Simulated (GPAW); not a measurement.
# Near-edge structure at the N K edge of Ta2N (P-3m1), part 3 of 3

Aim: the near-edge shape at the N K edge of Ta2N (P-3m1), and what the core hole does to it.

GPAW 26.7.0; X-ray absorption from dipole matrix elements to empty bands, plane-wave PAW PBE.

So far. Step 5 (Spectrum with XCH, N atom 3): Main maxima below 24 eV (height): 1.1 eV (2.51), 3.0 eV (1.48), 5.0 eV (1.77), 9.6 eV (1.11) and 13.2 eV (0.75).  Step 5 (Spectrum with XCH, N atom 3): The total-energy difference is 406.73 eV. One term is added: -7.82 eV, since the hole is spin-paired here and a spin-polarised one costs that much less in the free atom (computed apart). The photon energy is then 398.91 eV. The functional leaves an error of a few eV in such absolute values.

**7. Spectrum with XCH, N atom 3**

A smaller cell brings the holes closer; here they are 3.1 Å apart.

Changed against the first core-hole run: supercell atoms from 24 to 3; the field's mesh follows (3×3×3 to 6×6×4).

Contents of xas.py:

```python
import numpy as np
from ase import Atoms
from ase.parallel import parprint, paropen
from gpaw import GPAW, PW, FermiDirac, Mixer, MixerDif, setup_paths
from gpaw.test import gen
setup_paths.insert(0, '.')
gen('N', name='fch1s', xcname='PBE', corehole=(1, 0, 1), write_xml=True)
from gpaw.mpi import world
world.barrier()

atoms = Atoms('Ta2N',
    cell=[[1.55643075, -2.69581714, 0],
     [-1.55643075, -2.69581714, 0],
     [0, 0, -4.869841]],
    scaled_positions=[[0.66666667, 0.66666667, 0.745289],
     [0.33333333, 0.33333333, 0.254711],
     [0, 0, 0]],
    pbc=True)
atoms.calc = calc = GPAW(legacy_gpaw=True, mode=PW(500, force_complex_dtype=True), xc='PBE', setups={2: 'fch1s'},
    kpts={'size': (6, 6, 4), 'gamma': True}, occupations=FermiDirac(0.1),
    charge=-1, mixer=Mixer(0.1, 5, 50), maxiter=150,
    convergence={'density': 0.0001, 'eigenstates': 1e-6}, txt='scf.txt')
energy = atoms.get_potential_energy() + calc.get_reference_energy()
ef = calc.get_fermi_level()
out = dict(energy=energy, fermi=ef, forces=atoms.get_forces().tolist())
parprint(f'all-electron energy {energy:.4f} eV, Fermi level {ef:.4f} eV')
ev = np.array([[calc.get_eigenvalues(k, s) for k in range(len(calc.get_ibz_k_points()))] for s in range(calc.get_number_of_spins())])
out['homo'], out['lumo'], out['counts'] = ev[ev < ef].max(), ev[ev > ef].min(), sorted(set((ev < ef).sum((0, 2)).tolist()))
out['filled'] = (ev[:, 0] < ef).sum(1).tolist()

from ase.units import Ha
from gpaw.xas import dipole_matrix_elements
nb = int(calc.get_number_of_electrons() / 2) + 38
top = nb
nscf = calc.fixed_density(kpts={'size': (7, 7, 4), 'gamma': True},
    convergence={'eigenstates': 1.0}, txt='nscf.txt')
nscf.diagonalize_full_hamiltonian(nbands=nb)
cell = atoms.cell.array
ops = [cell.T @ U.T @ np.linalg.inv(cell.T) for U in nscf.wfs.kd.symmetry.op_scc]
E = np.arange(-6, 34, 0.1)
fwhm = np.interp(E, [4, 25], [0.9, 3.5])
Y, X, zero, highest = 0, 0, 1e9, 1e9
for spin in range(nscf.get_number_of_spins()):
    wfs = nscf.wfs
    mine = wfs.bd.get_slice()  # this rank's bands
    A = dipole_matrix_elements(wfs.setups[2])
    eps = np.zeros((wfs.kd.nibzkpts, nb))
    d = np.zeros((3, A.shape[1], wfs.kd.nibzkpts, nb), complex)
    for kpt in wfs.kpt_u:
        if kpt.s == spin and 2 in kpt.P_ani:
            eps[kpt.k, mine] = kpt.eps_n * Ha
            d[:, :, kpt.k, mine] = (kpt.weight * wfs.nspins / 2) ** 0.5 * np.inner(A, kpt.P_ani[2])
    world.sum(eps)
    world.sum(d)
    T = np.einsum('amkn,bmkn->abkn', d, d.conj()).real
    T = sum(np.einsum('ai,ijkn,bj->abkn', R, T, R) for R in ops) / len(ops)
    empty = eps > ef
    zero, highest = min(zero, eps[empty].min()), min(highest, eps[:, top - 1].min())
    lines = [(eps, T, empty)] if spin == 0 else lines + [(eps, T, empty)]
for eps, T, empty in lines:
    f = np.einsum('aakn->akn', T).reshape(3, -1)
    x = eps.ravel() - zero
    w = np.interp(x, E, fwhm) / 2.35482
    g = np.exp(-0.5 * ((E[:, None] - x) / w) ** 2) / (w * (2 * np.pi) ** 0.5)
    Y = Y + (f * empty.ravel()) @ g.T
    X = X + (f * ~empty.ravel()) @ g.T
out.update(E=E.round(2).tolist(), xas=Y.tolist(), xes=X.tolist(), zero=zero, valid=highest - zero, nk=len(eps), nb=nb)
for i in range(0, len(E), 10):
    parprint(f'{E[i]:7.2f}', *(f'{v:10.3e}' for v in Y[:, i]))
import json
with paropen('out.json', 'w') as f:
    json.dump(out, f)
```

Command:

```sh
> OMP_NUM_THREADS=1 mpirun -n 4 gpaw python xas.py
```

Numbers of over 12 decimals in the logs are rounded to 6 here.

Log:

```text
Input parameters:
  charge: -1
  convergence: {density: 0.0001,
                eigenstates: 1e-06}
  kpts: {gamma: True,
         size: (6, 6, 4)}
  maxiter: 150
  mixer: {backend: pulay,
          beta: 0.1,
          method: separate,
          nmaxold: 5,
          weight: 50}
  mode: {ecut: 500.0,
         force_complex_dtype: True,
         name: pw}
  occupations: {fixmagmom: False,
[...]
*p    :     0.078644
*d    :     0.000000
--------------------------------

Diagonalizing with gridspacing h=0.050

state   all-electron     PAW
-------------------------------
2s:      -1.344151    -1.345632
2p:      -0.921356    -0.925433
*d:                   -0.065555
*f:                   -0.013847
-------------------------------
all-electron energy -849449.8267 eV, Fermi level 13.7460 eV
[...]
32.00  6.384e-05  6.384e-05  8.799e-05
  33.00  5.941e-05  5.941e-05  9.540e-05
[key lines of the parts left out:]
Converged after 15 iterations.
Dipole moment: (0.000000, -0.000000, 0.000000) |e|*Ang
Free energy:    -43.519061
Fermi level: 13.74599
```

The job ended after 33 s (4 MPI ranks of Intel Xeon 6975P-C (Granite Rapids), shared host; peak memory 0.33 GiB; 2.2 min of CPU time).

These settings depart from the first run's and aren't meant as converged.

Against the first run the r.m.s. difference is 17 %. The highest intensity below 16 eV goes from 1.1 eV (2.51) to 0.8 eV (2.27).

```
E (eV)  first run  this run
  -2.0       0.00      0.00
  -0.5       0.18      0.14
   1.0       2.51      2.18
   2.5       1.40      1.70
   4.0       1.26      1.48
   5.5       1.61      1.24
   7.0       0.84      1.17
   8.5       0.88      1.07
  10.0       1.06      0.76
  11.5       0.65      0.74
  13.0       0.74      0.75
  14.5       0.61      0.56
  16.0       0.55      0.57
  17.5       0.49      0.46
  19.0       0.40      0.41
  20.5       0.48      0.52
  22.0       0.57      0.62
  23.5       0.63      0.68
  25.0       0.66      0.73
  26.5       0.70      0.78
  28.0       0.75      0.78
  29.5       0.75      0.70
  31.0       0.68      0.62
```

**8. What the core hole does**

Both curves are counted from their own zero, so only the shift of weight within the empty states shows.

```
E (eV)  no hole   XCH
  -2.0     0.00  0.00
  -1.0     0.00  0.01
   0.0     0.57  0.93
   1.0     1.20  2.51
   2.0     1.74  1.76
   3.0     1.47  1.48
   4.0     1.13  1.26
   5.0     1.59  1.77
   6.0     1.64  1.25
   7.0     1.15  0.84
   8.0     0.93  0.86
   9.0     1.07  1.01
  10.0     1.25  1.06
  11.0     0.98  0.75
  12.0     0.74  0.64
  13.0     0.81  0.74
  14.0     0.83  0.68
  15.0     0.69  0.56
  16.0     0.61  0.55
  17.0     0.57  0.52
  18.0     0.49  0.44
  19.0     0.41  0.40
  20.0     0.39  0.44
  21.0     0.44  0.51
  22.0     0.50  0.57
  23.0     0.54  0.61
  24.0     0.56  0.64
  25.0     0.57  0.66
  26.0     0.59  0.69
  27.0     0.62  0.72
  28.0     0.66  0.75
  29.0     0.68  0.75
  30.0     0.69  0.73
  31.0     0.67  0.68
  32.0     0.62  0.63
```

With each curve scaled to its own mean, the area from −2 to 6 eV with the hole is 10.4 against 8.6, and the centre of weight from −1 to 20 eV moves by -0.8 eV: the hole pulls the absorber's empty states down.

**9. Results**

```json
{
 "absorber and edge": "N K, atom 3 of the ground-state input (counted from 1)",
 "surroundings": "6 Ta at 2.18 Å (octahedral, site symmetry -3m)",
 "highest intensity below 16 eV": "1.1 eV above the zero, height 2.51",
 "photon energy of the zero, with the added terms": "398.9 eV (raw 406.7 eV; uncertain by a few eV)"
}
```

In words: The N K edge of atom 3, with 6 Ta at 2.18 Å (octahedral, site symmetry -3m), has its highest intensity of the first 16 eV at 1.1 eV above the zero, near 400 eV in photon energy (uncertain by a few eV), 2.5 times the mean level of the first 20 eV (Gaussian full width 0.9 eV up to 4 eV, rising linearly to 3.5 eV at 25 eV). With each curve scaled to its own mean, the area from −2 to 6 eV with the hole is 10.4 against 8.6, and the centre of weight from −1 to 20 eV moves by -0.8 eV: the hole pulls the absorber's empty states down. A cell with holes 3.1 Å apart changes the curve by 17 % r.m.s. (16 % after the best shift). At the N K edge of atom 3 polarisation matters most near 5.4 eV, where the curves differ by 0.9 on this scale. 1 further run of this session is left out of this account as redundant. The mesh is coarse (0.25 Å⁻¹ between points), so small maxima may be mesh ripples. The structure is a computed Materials Project entry and may be a hypothetical form.

[Banner, clock and machine lines of the logs are left out without a mark of their own.]

[Logs are printed without paths, hosts, clocks, repeated set-up lines and the standing remarks that a program may print on its own settings, such as how far it seeks lower states.]

[Hosts, paths, dates, database ids (printed as entryN), source tags and the programs' standing remarks are cut or masked in the printed files.]

[Lists of maxima count a maximum above −3 eV only where it reaches 4 % of the highest in the window and stands out from its surroundings by 2 % of it (1.5 % where it reaches 55 %); shoulders and weaker maxima are passed over, and of the rest the first, up to two pre-edge ones and the few strongest are named.]
